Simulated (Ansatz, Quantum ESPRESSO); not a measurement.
# 1T-SnSe2, 1 layer against a metal electrode: the electrode's level over the Fermi level at a withheld member of a series

**Set-up.** Quantum ESPRESSO 7.5, PBE, GBRV ultrasoft. The slab is relaxed neutral under PBE-D3(BJ), then held. ESM with bc3: vacuum below and a metal electrode about 6 Å above the top atoms. Fermi-Dirac smearing of 0.004 Ry and a dense mesh. Charges are set per cell from the starting area. The series steps the charge of the slab (positive: electrons removed).

| charge of the slab | electrode's level over the Fermi level (eV) |
| --- | --- |
| 1 ×10¹³ e/cm² | 6.617 |
| 2 ×10¹³ e/cm² | 7.488 |
| 3 ×10¹³ e/cm² | 8.346 |
| 6 ×10¹³ e/cm² | 10.910 |
| 7 ×10¹³ e/cm² | 11.766 |
| 8 ×10¹³ e/cm² | 12.623 |

**Question.** What is the electrode's level over the Fermi level at 4.5 ×10¹³ e/cm²?

**Worked estimate.** The rows at 3 ×10¹³ e/cm² and 6 ×10¹³ e/cm² give a slope of (10.910 − (8.346))/(6 − (3)) = 0.8547, so a straight line gives 9.628 eV. A parabola through these and the row at 2 ×10¹³ e/cm² gives 9.630 eV.

**The withheld run.** 9.628 eV. The line misses by 0.000 and the parabola by +0.002 eV. Both misses are under 5 % of the step from the nearer row.

**Limits.** Vacuum fills the gap; ions don't answer the charge; added electrons can spill towards the electrode at the most negative charges. Charges count on the starting cell, which the relaxation changed by some per cent. Members without a usable value, or on the other side of zero field or charge, are not listed.
